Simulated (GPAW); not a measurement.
Consider K3ClO (Pm).

```xyz
5
Lattice="5.1439 0.0000 0.0000 0.0000 5.1368 0.0000 -0.0410 0.0000 5.1465" Properties=species:S:1:pos:R:3 pbc="T T T"
K     2.6531    0.0000    0.1495
K    -0.0244    2.5684    4.9870
K     0.1899    0.0000    2.5744
Cl    2.5431    2.5684    2.5815
O     0.0722    0.0000    0.0006
```

Absorber: atom 5, with 3 K at 2.57 Å, 2 K at 2.58 Å and 1 K at 2.59 Å (octahedral, site symmetry m). Method: GPAW, LDA, full core hole (charged cell), 10-atom cell with 7.2 Å between holes, 5×4×4 k points, dipole transitions, Gaussian full width 0.9 eV up to 4 eV, rising linearly to 3.5 eV at 25 eV.

Where do the maxima of the O K edge fall?

Main maxima up to 24 eV above the zero (height): 4.1 eV (1.31), 5.5 eV (1.64), 7.8 eV (2.53), 12.7 eV (1.09) and 22.0 eV (1.37). A K edge sees empty p states on the absorber. The total-energy difference plus the lowest empty eigenvalue puts the zero at 531.60 eV. One term is added: -8.83 eV, since the hole is spin-paired here and a spin-polarised one costs that much less in the free atom (computed apart). The photon energy is then 522.77 eV. The functional and the charged cell's background leave an error in such absolute values: in the free atom LDA prices this hole 4.1 eV below PBE (computed apart), and PBE is itself good to a few eV.

The O K spectrum (energy from the lowest empty level; intensity scaled to a mean of 1 over the first 20 eV):

```csv
E (eV),intensity
-2.0,0.00
-1.4,0.00
-0.8,0.00
-0.2,0.00
0.4,0.03
1.0,0.11
1.6,0.22
2.2,0.44
2.8,1.02
3.4,1.25
4.0,1.30
4.6,1.20
5.2,1.53
5.8,1.49
6.4,1.09
7.0,1.57
7.6,2.46
8.2,2.20
8.8,1.33
9.4,1.02
10.0,1.00
10.6,0.89
11.2,0.85
11.8,0.97
12.4,1.07
13.0,1.07
13.6,0.99
14.2,0.87
14.8,0.73
15.4,0.66
16.0,0.68
16.6,0.74
17.2,0.80
17.8,0.82
18.4,0.84
19.0,0.88
19.6,0.96
20.2,1.08
20.8,1.22
21.4,1.33
22.0,1.37
22.6,1.32
23.2,1.20
23.8,1.06
24.4,0.95
25.0,0.88
25.6,0.87
26.2,0.90
26.8,0.94
27.4,0.98
28.0,1.01
28.6,1.02
29.2,1.02
29.8,1.01
30.4,0.99
```

The mesh is coarse (0.26 Å⁻¹ between points), so small maxima may be mesh ripples. Lifetime broadening is put in by hand, and intensities beyond about 20 eV depend on it and on the partial waves. The structure is a computed Materials Project entry and may be a hypothetical form.

[Banner, clock and machine lines of the logs are left out without a mark of their own.]

[Logs are printed without paths, hosts, clocks, repeated set-up lines and the standing remarks that a program may print on its own settings, such as how far it seeks lower states.]

[Hosts, paths, dates, database ids (printed as entryN), source tags and the programs' standing remarks are cut or masked in the printed files.]

[Lists of maxima count a maximum above −3 eV only where it reaches 4 % of the highest in the window and stands out from its surroundings by 2 % of it (1.5 % where it reaches 55 %); shoulders and weaker maxima are passed over, and of the rest the first, up to two pre-edge ones and the few strongest are named.]
